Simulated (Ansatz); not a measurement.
# What CaTiSe3 (model cell, started as cubic perovskite with Ti in the octahedra) distorts into

Which phase does CaTiSe3 (model cell, started as cubic perovskite with Ti in the octahedra) fall into along its unstable mode, and how much energy does it gain?

Program: Ansatz 0.2.0. Level of theory: DFT PBEsol, scalar-relativistic, plane waves, PAW; PAW set soft_1. Results are calculated unless marked as measured.

Most raw output is cut from this account.

The structure was built from a prototype and need not be the compound's stable phase.

### 1. Starting point

Symmetry: Pm-3m, No. 221, cubic system. Conventional cell: a = 4.921 Å, b = 4.921 Å, c = 4.921 Å, α = 90.00°, β = 90.00°, γ = 90.00°. Nearest to Ca lie 12 Se at 3.48 Å. Nearest to Ti lie 6 Se at 2.46 Å. Nearest to Se lie 2 Ti at 2.46 Å and 4 Ca at 3.48 Å. Farther neighbours and most contacts between anions are not listed.

### 2. Response at finite wavevector

The cell comes from relaxations at this level that are not shown. Stability and thermal properties need the whole zone. Linear response on a 2×2×2 q mesh gives force constants as far as a supercell of that size would.

input.yaml

```yaml
crystal:
  lattice:
    - [4.9205037157, 0.0, 0.0]
    - [0.0, 4.9205037157, 0.0]
    - [0.0, 0.0, 4.9205037157]
  atoms:
    - { symbol: Ca, position: [0.0, 0.0, 0.0] }
    - { symbol: Ti, position: [0.5, 0.5, 0.5] }
    - { symbol: Se, position: [0.5, 0.5, 0.0] }
    - { symbol: Se, position: [0.5, 0.0, 0.5] }
    - { symbol: Se, position: [0.0, 0.5, 0.5] }
kpoints:
  mp_grid: { grid: [8, 8, 8] }
hamiltonian:
  xc: pbesol
  pseudopotentials: { kind: paw, azcp: { folder: soft_1 }, xc_functional: pbe }
scf:
  occupations: { method: methfessel_paxton, width: 0.2 }
output:
  eigenvalues: true
phonons:
  method: dfpt
  qmesh: [2, 2, 2]
  temperatures: { t_max: 1000, t_step: 50 }
  qpath:
    path:
      - [[0.0, 0.0, 0.0], [0.0, 0.5, 0.0], [0.5, 0.5, 0.0], [0.0, 0.0, 0.0], [0.5, 0.5, 0.5], [0.0, 0.5, 0.0]]
      - [[0.5, 0.5, 0.5], [0.5, 0.5, 0.0]]
    npoints: 10
```

Run with:

```console
> ansatz run input.yaml --threads 4 --pin off --max-ram 16384MiB --backend cpu --events-out ev --progress --plain --runs-dir out
```

Run time: 7.6 min. Hardware: 4 threads of Arm Neoverse V1, shared host; peak memory 1.9 GiB; 30 min of CPU time.

Numbers from this step:

- volume per atom: 23.83 Å³
- gap on the k-mesh: 0 eV
- sum-rule residual before enforcement: 3.05e-5 eV/Å²
- lowest frequency on the path: -103.8 cm⁻¹
- point group: m-3m
- highest frequency on the path or at a solved wavevector: 288.5 cm⁻¹
- highest optical mode at the zone centre (no LO-TO term): 260.0 cm⁻¹
- lowest optical zone-centre mode: -96.72 cm⁻¹
- lowest mode on the q mesh (acoustic modes at Γ apart): -103.8 cm⁻¹

Frequencies (cm⁻¹) solved at each irreducible wavevector; negative means imaginary. Frequencies by wavevector, by row:

| q in reciprocal lattice units | star | mode 1 | mode 2 | mode 3 | mode 4 | mode 13 | mode 14 | mode 15 |
| --- | --- | --- | --- | --- | --- | --- | --- | --- |
| 0 0 0 | 1 | -96.7 | -96.7 | -96.7 | -57.4 | 260 | 260 | 260 |
| 0 0 -0.5 | 3 | -87.3 | -87.3 | -55 | -55 | 248.5 | 258.6 | 258.6 |
| 0 -0.5 -0.5 | 3 | -101.1 | -91 | -91 | -68.1 | 243.4 | 258 | 265.2 |
| -0.5 -0.5 -0.5 | 1 | -103.8 | -103.8 | -103.8 | -88.7 | 243.6 | 243.6 | 279.8 |

Interpolated from a 2×2×2 q mesh. Phonon branches along the path, in cm⁻¹:

| point | branch 1 | branch 2 | branch 3 | branch 4 | branch 12 | branch 13 | branch 14 | branch 15 |
| --- | --- | --- | --- | --- | --- | --- | --- | --- |
| Γ | -97 | -97 | -97 | -57 | 0 | 260 | 260 | 260 |
| halfway | -92 | -92 | -73 | -52 | 154 | 259 | 259 | 262 |
| X | -87 | -87 | -55 | -55 | 241 | 248 | 259 | 259 |
| halfway | -90 | -81 | -79 | -77 | 217 | 242 | 258 | 272 |
| M | -101 | -91 | -91 | -68 | 243 | 243 | 258 | 265 |
| halfway | -88 | -86 | -82 | -69 | 161 | 243 | 259 | 274 |
| Γ | -97 | -97 | -97 | -57 | 0 | 260 | 260 | 260 |
| halfway | -86 | -85 | -85 | -74 | 168 | 240 | 240 | 286 |
| R | -104 | -104 | -104 | -89 | 244 | 244 | 244 | 280 |
| halfway | -88 | -86 | -84 | -82 | 205 | 238 | 243 | 286 |
| X | -87 | -87 | -55 | -55 | 241 | 248 | 259 | 259 |
| jump to R | -104 | -104 | -104 | -89 | 244 | 244 | 244 | 280 |
| halfway | -102 | -91 | -91 | -79 | 220 | 243 | 243 | 285 |
| M | -101 | -91 | -91 | -68 | 243 | 243 | 258 | 265 |

Symmetry leaves 4 wavevectors to solve. The lowest mode among them, the acoustic zeros apart, lies at q = (-0.5, -0.5, -0.5) and is imaginary, 103.8i cm⁻¹, so the energy falls along it.

### 3. The mode frozen in, largest atomic shift 0 Å

The mode followed lies at q = (-0.5, -0.5, -0.5) with frequency 103.8i cm⁻¹ and is 3-fold degenerate, the softest among the wavevectors solved. At small amplitude the distorted cell has space group no. 140 by a symmetry search on the positions. The undistorted cell that holds it gives the zero of energy on the same k mesh.

System of this step: CaTiSe3 (model cell, started as cubic perovskite with Ti in the octahedra). Symmetry: Pm-3m, No. 221, cubic system. The conventional cell has a = 4.921 Å, b = 4.921 Å, c = 4.921 Å, α = 90.00°, β = 90.00°, γ = 90.00°. Ca has 12 Se at 3.48 Å nearest. Nearest to Ti lie 6 Se at 2.46 Å. Se has 2 Ti at 2.46 Å and 4 Ca at 3.48 Å nearest. Farther neighbours and most contacts between anions are not listed.

input.yaml, the sections that differ from step 2:

```yaml
crystal:
  lattice:
    - [4.9205037157, 4.9205037157, 0.0]
    - [4.9205037157, 0.0, 4.9205037157]
    - [4.9205037157, 0.0, -4.9205037157]
  atoms:
    - { symbol: Ca, position: [0.0, 0.0, 0.0] }
    - { symbol: Ca, position: [0.0, 0.5, 0.5] }
    - { symbol: Ti, position: [0.5, 0.25, 0.75] }
    - { symbol: Ti, position: [0.5, 0.75, 0.25] }
    - { symbol: Se, position: [0.5, 0.0, 0.0] }
    - { symbol: Se, position: [0.5, 0.5, 0.5] }
    - { symbol: Se, position: [0.0, 0.5, 0.0] }
    - { symbol: Se, position: [0.0, 0.0, 0.5] }
    - { symbol: Se, position: [0.5, 0.0, 0.5] }
    - { symbol: Se, position: [0.5, 0.5, 0.0] }
output:
  forces: true
  stress: true
  eigenvalues: true
# kpoints, hamiltonian, scf: as in step 2
# phonons: removed
```

It took 12 s on 4 threads; peak memory 1 GiB; 45 s of CPU time.

This step gave:

- pressure: -0.06582 GPa
- energy from the undistorted cell: 0 meV/atom

The run ends at a pressure of -0.07 GPa.

### 4. The mode frozen in, largest atomic shift 0.6 Å

The atoms are moved along the unstable eigenvector, the largest shift by 0.6 Å, with the cell fixed.

input.yaml, the sections that differ from step 3:

```yaml
crystal:
  lattice:
    - [4.9205037157, 4.9205037157, 0.0]
    - [4.9205037157, 0.0, 4.9205037157]
    - [4.9205037157, 0.0, -4.9205037157]
  atoms:
    - { symbol: Ca, position: [0.0, 0.0, 0.0] }
    - { symbol: Ca, position: [0.0, 0.5, 0.5] }
    - { symbol: Ti, position: [0.5, 0.25, 0.75] }
    - { symbol: Ti, position: [0.5, 0.75, 0.25] }
    - { symbol: Se, position: [0.5, 0.0609693676, 0.0609693676] }
    - { symbol: Se, position: [0.5, 0.4390306324, 0.4390306324] }
    - { symbol: Se, position: [0.0, 0.5, 0.0] }
    - { symbol: Se, position: [0.0, 0.0, 0.5] }
    - { symbol: Se, position: [0.5, -0.0609693676, 0.5609693676] }
    - { symbol: Se, position: [0.5, 0.5609693676, -0.0609693676] }
# kpoints, hamiltonian, scf, output: as in step 3
```

Wall time 27 s (4 threads); peak memory 1.3 GiB.

This step gave:

| Item | Value |
| --- | --- |
| pressure | -1.696 GPa |
| energy from the undistorted cell | -127.7 meV/atom |

The energy, extrapolated to zero smearing, is -127.68 meV/atom against the undistorted cell.

The run ends at a pressure of -1.70 GPa, with forces up to 0.49 eV/Å.

### 5. Energy along the mode, all amplitudes (two of the runs are shown above)

An imaginary frequency means negative curvature, so the energy should fall and then rise again as anharmonic terms take over.

Numbers from this step:

| Item | Value |
| --- | --- |
| depth at the lowest point sampled | 127.7 meV/atom |
| largest atomic shift at that point | 0.6 Å |

The energy from the parent by largest atomic shift:

| largest atomic shift (Å) | energy from the parent (meV/atom) |
| --- | --- |
| 0.000 | 0 |
| 0.040 | -0.925 |
| 0.080 | -3.71 |
| 0.140 | -11.4 |
| 0.220 | -28.0 |
| 0.320 | -54.4 |
| 0.450 | -91.3 |
| 0.600 | -128 |

Displacement at unit largest shift by atom:

| atom | x (Å) | y (Å) | z (Å) | size |
| --- | --- | --- | --- | --- |
| Ca1 | 0.00 | 0.00 | 0.00 | 0.00 |
| Ca2 | 0.00 | 0.00 | 0.00 | 0.00 |
| Ti3 | 0.00 | 0.00 | 0.00 | 0.00 |
| Ti4 | 0.00 | 0.00 | 0.00 | 0.00 |
| Se5 | 1.00 | 0.00 | 0.00 | 1.00 |
| Se6 | -1.00 | 0.00 | 0.00 | 1.00 |
| Se7 | 0.00 | 0.00 | 0.00 | 0.00 |
| Se8 | 0.00 | 0.00 | 0.00 | 0.00 |
| Se9 | 0.00 | 0.00 | -1.00 | 1.00 |
| Se10 | 0.00 | 0.00 | 1.00 | 1.00 |

The lowest of the steps tried is the last one, at 0.6 Å, 128 meV/atom below the parent; the bottom of the well need not coincide with a step.

### 6. Relaxation from the frozen mode

Starting from the lowest point found, all atoms and the cell are let go, so that strain and other modes of the same symmetry can join in.

input.yaml, as its differences from that of step 4:

```diff
@@ -27 +27,6 @@
   eigenvalues: true
+relax:
+  adjacent_minimum: "off"
+  f_tol: 0.002
+  max_steps: 120
+  cell: { stress_tol: 0.03 }
```

It took 3.6 min on 4 threads; peak memory 1.3 GiB; 14 min of CPU time.

The steps of the relaxation:

| step | energy less that of the first step (eV) | largest force component (eV/Å) | pressure (GPa) | volume (Å³) |
| --- | --- | --- | --- | --- |
| 1 | 0.0000 | 0.4878 | -1.70 | 238.26 |
| 2 | -0.3893 | 0.0862 | -0.03 | 228.41 |
| 3 | -0.4832 | 0.3387 | -0.01 | 224.29 |
| 4 | -0.5045 | 0.1479 | 1.06 | 222.21 |
| 5 | -0.5187 | 0.0162 | -0.28 | 226.05 |
| 6 | -0.5201 | 0.0034 | -0.02 | 225.12 |
| 7 | -0.5201 | 0.0003 | 0.00 | 225.03 |
| 8* | -0.5188 | 0.0002 | 0.00 | 225.03 |

Relaxation steps marked * repeat the geometry before them on a plane-wave basis chosen anew for their cell, so energy and pressure can jump there.

Forces are held to the 16 operations that the run works with; a distortion that breaks them can't arise in this run.

| conventional cell, symmetrised | before | after | change |
| --- | --- | --- | --- |
| a (Å) | 6.959 | 6.611 | -5.0 % |
| b (Å) | 6.959 | 6.611 | -5.0 % |
| c (Å) | 9.841 | 10.297 | +4.6 % |
| volume (Å³/atom) | 23.83 | 22.50 | -5.6 % |

The atoms that moved most (Å, as changes of fractional coordinates times the final cell):

| atom | dx | dy | dz | length |
| --- | --- | --- | --- | --- |
| Se6 | -0.262 | 0.000 | 0.000 | 0.262 |
| Se10 | 0.000 | 0.000 | 0.262 | 0.262 |
| Se9 | 0.000 | 0.000 | -0.262 | 0.262 |
| Se5 | 0.262 | 0.000 | 0.000 | 0.262 |

Final coordinates:

```cif
data_structure
_symmetry_space_group_name_H-M 'P 1'
_symmetry_Int_Tables_number 1
_cell_length_a 6.9543
_cell_length_b 6.6112
_cell_length_c 6.6112
_cell_angle_alpha 90.000
_cell_angle_beta 61.619
_cell_angle_gamma 61.619
_cell_volume 225.03
loop_
_atom_site_label
_atom_site_type_symbol
_atom_site_fract_x
_atom_site_fract_y
_atom_site_fract_z
_atom_site_occupancy
Ca1 Ca 0.00000 0.00000 0.00000 1
Ca2 Ca 0.00000 0.50000 0.50000 1
Ti3 Ti 0.50000 0.25000 0.75000 1
Ti4 Ti 0.50000 0.75000 0.25000 1
Se5 Se 0.50000 0.08895 0.08895 1
Se6 Se 0.50000 0.41105 0.41105 1
Se7 Se 0.00000 0.50000 0.00000 1
Se8 Se 0.00000 0.00000 0.50000 1
Se9 Se 0.50000 0.91105 0.58895 1
Se10 Se 0.50000 0.58895 0.91105 1
```

Numbers from this step:

```yaml
pressure: 0.002528 GPa
volume_per_atom: 22.50 Å³
```

The distorted start has space group I4/mcm; the relaxation ends in I4/mcm.

### 7. The new phase in its own primitive cell

The relaxed structure is symmetrised, reduced to its primitive cell and relaxed tightly, as its phonons need.

input.yaml, the sections that differ from step 6:

```yaml
crystal:
  lattice:
    - [-3.3056103911, 3.3056103911, 5.1485604404]
    - [3.3056103911, -3.3056103911, 5.1485604404]
    - [3.3056103911, 3.3056103911, -5.1485604404]
  atoms:
    - { symbol: Ca, position: [0.75, 0.25, 0.5] }
    - { symbol: Ca, position: [0.25, 0.75, 0.5] }
    - { symbol: Ti, position: [0.0, 0.0, 0.0] }
    - { symbol: Ti, position: [0.5, 0.5, 0.0] }
    - { symbol: Se, position: [0.6610457948, 0.1610457948, 0.8220915896] }
    - { symbol: Se, position: [0.3389542052, 0.8389542052, 0.1779084104] }
    - { symbol: Se, position: [0.75, 0.75, 0.0] }
    - { symbol: Se, position: [0.25, 0.25, 0.0] }
    - { symbol: Se, position: [0.1610457948, 0.3389542052, 0.5] }
    - { symbol: Se, position: [0.8389542052, 0.6610457948, 0.5] }
relax:
  adjacent_minimum: "off"
  f_tol: 0.001
  max_steps: 60
  cell: { stress_tol: 0.01 }
# kpoints, hamiltonian, scf, output: as in step 6
```

Run time: 55 s. Hardware: 4 threads; peak memory 1.3 GiB; 3.6 min of CPU time.

Little changed from the start: no atom moved by 0.005 Å and no cell edge by 0.1 %.

This step gave:

| Item | Value |
| --- | --- |
| pressure | 0.002530 GPa |

The largest force component left is 0.14 meV/Å and the pressure is 0.003 GPa, within the tolerances set. The cell now holds 22.50 Å³/atom.

### 8. Modes of the new phase

A relaxed structure may still be a saddle point, so its zone-centre modes are computed. No field response is asked, since the mesh shows no gap.

input.yaml, as its differences from that of step 7:

```diff
@@ -24,9 +24,4 @@
 output:
-  forces: true
-  stress: true
   eigenvalues: true
-relax:
-  adjacent_minimum: "off"
-  f_tol: 0.001
-  max_steps: 60
-  cell: { stress_tol: 0.01 }
+phonons:
+  method: dfpt
```

It took 44 min on 4 threads; peak memory 12 GiB; 2.9 h of CPU time.

Numbers from this step:

```yaml
sum_rule_residual_before_enforcement: 2.33e-5 eV/Å²
point_group: 4/mmm
highest_optical_mode_at_the_zone_centre_no_lo_to_term: 271.1 cm⁻¹
lowest_optical_zone_centre_mode: -112.3 cm⁻¹
```

Patterns of degenerate modes are one choice out of their space. Modes at Γ, with each element's share of the kinetic energy (negative means imaginary):

| mode | frequency (cm⁻¹) | symmetry | Ca % | Ti % | Se % |
| --- | --- | --- | --- | --- | --- |
| 1 | -112.3 | A2u | 5 | 78 | 17 |
| 2 | -58.1 | Eg | 31 | 0 | 69 |
| 3 | -58.1 | Eg | 31 | 0 | 69 |
| 4 | 0.0 | acoustic | 12 | 15 | 73 |
| 5 | 0.0 | acoustic | 12 | 15 | 73 |
| 6 | 0.0 | acoustic | 12 | 15 | 73 |
| 7 | 49.3 | Eu | 66 | 1 | 34 |
| 8 | 49.3 | Eu | 66 | 1 | 34 |
| 9 | 69.5 | Eu | 16 | 17 | 67 |
| 10 | 69.5 | Eu | 16 | 17 | 67 |
| 11 | 82.1 | Eg | 59 | 0 | 41 |
| 12 | 82.1 | Eg | 59 | 0 | 41 |
| 13 | 112.1 | B1u | 0 | 0 | 100 |
| 14 | 130.6 | Eu | 6 | 18 | 76 |
| 15 | 130.6 | Eu | 6 | 18 | 76 |
| 16 | 131.7 | B2g | 48 | 0 | 52 |
| 17 | 137.9 | A1g | 0 | 0 | 100 |
| 18 | 138.6 | Eg | 10 | 0 | 90 |
| 19 | 138.6 | Eg | 10 | 0 | 90 |
| 20 | 157.3 | A2g | 0 | 0 | 100 |
| 21 | 168.3 | A2u | 53 | 4 | 43 |
| 22 | 182.7 | A1u | 0 | 100 | 0 |
| 23 | 191.5 | B2g | 52 | 0 | 48 |
| 24 | 195.7 | A2u | 30 | 3 | 67 |
| 25 | 196.7 | B1g | 0 | 0 | 100 |
| 26 | 241.3 | Eu | 0 | 52 | 48 |
| 27 | 241.3 | Eu | 0 | 52 | 48 |
| 28 | 248.2 | A2g | 0 | 0 | 100 |
| 29 | 271.1 | Eu | 0 | 97 | 3 |
| 30 | 271.1 | Eu | 0 | 97 | 3 |

Displacements in mode 1 (-112.3 cm⁻¹), the largest set to 1:
```
Ca1  0.00  0.00 -0.26
Ca2  0.00  0.00 -0.26
Ti3  0.00  0.00  1.00
Ti4  0.00  0.00  1.00
Se5  0.00  0.00 -0.26
Se6  0.00  0.00 -0.26
Se7  0.00  0.00  0.04
Se8  0.00  0.00  0.04
Se9  0.00  0.00 -0.26
Se10 0.00  0.00 -0.26
```

Displacements in mode 20 (157.3 cm⁻¹), the largest set to 1:
```
Ca1  0.00  0.00  0.00
Ca2  0.00  0.00  0.00
Ti3  0.00  0.00  0.00
Ti4  0.00  0.00  0.00
Se5 -0.27  0.27  0.00
Se6  0.27 -0.27  0.00
Se7  0.00  0.00 -1.00
Se8  0.00  0.00  1.00
Se9 -0.27 -0.27  0.00
Se10 0.27  0.27  0.00
```

Before it was imposed, the acoustic sum rule was missed by 2.3e-5 eV/Å². Small misses are needed for a sound result but don't prove that mesh and cutoff are converged. The lowest optical mode is imaginary, 112.3i cm⁻¹, so the energy falls along it.

### 9. What came out

- unstable mode of the parent: q = (-0.5, -0.5, -0.5), 104i cm⁻¹
- depth at the lowest point sampled: 128 meV/atom
- largest atomic shift at that point: 0.6 Å
- space group reached (within 0.01 Å): I4/mcm
- energy gained over the parent (first relaxation, on the mesh of the frozen mode): 179 meV/atom
- volume per atom, phase reached: 22.5 Å³
- lowest optical zone-centre mode, phase reached: -112 cm⁻¹
- highest optical mode at the zone centre (no LO-TO term), phase reached: 271 cm⁻¹

In words: Along this mode the structure falls into I4/mcm, 179 meV/atom below the parent. At the parent's cell the well is 127.7 meV/atom deep on the steps tried, with its lowest point at a shift of 0.6 Å. That is the last step tried, so the steps alone don't bracket the bottom of the well. Relaxing atoms and cell changes the gain by +51.81 meV/atom against the lowest step (energies at zero smearing). The new phase still has an imaginary mode at the zone centre of its cell, so it is a saddle point on the way to a lower structure. Of the 4 patterns followed to their end from this parent, this one ends 1.60 meV/atom above the lowest, Imma. Each path keeps the symmetry of its pattern, so a lower phase may lie along a pattern not tried. With no gap, or one that is small against the smearing, the frequencies hang on the k mesh and the smearing, most of all near Kohn anomalies. A semilocal functional can close a gap that the real compound would have, so the metallic treatment may be an artefact of the level. The PAW files were made for PBE and serve the other functionals too. The starting cell was built on a prototype and not taken from a measurement, so the phase need not exist.

[Logs are printed without paths, hosts, clocks, repeated set-up lines and the standing remarks that a program may print on its own settings, such as how far it seeks lower states.]

[Hosts, paths, dates, database ids (printed as entryN), source tags and the programs' standing remarks are cut or masked in the printed files.]
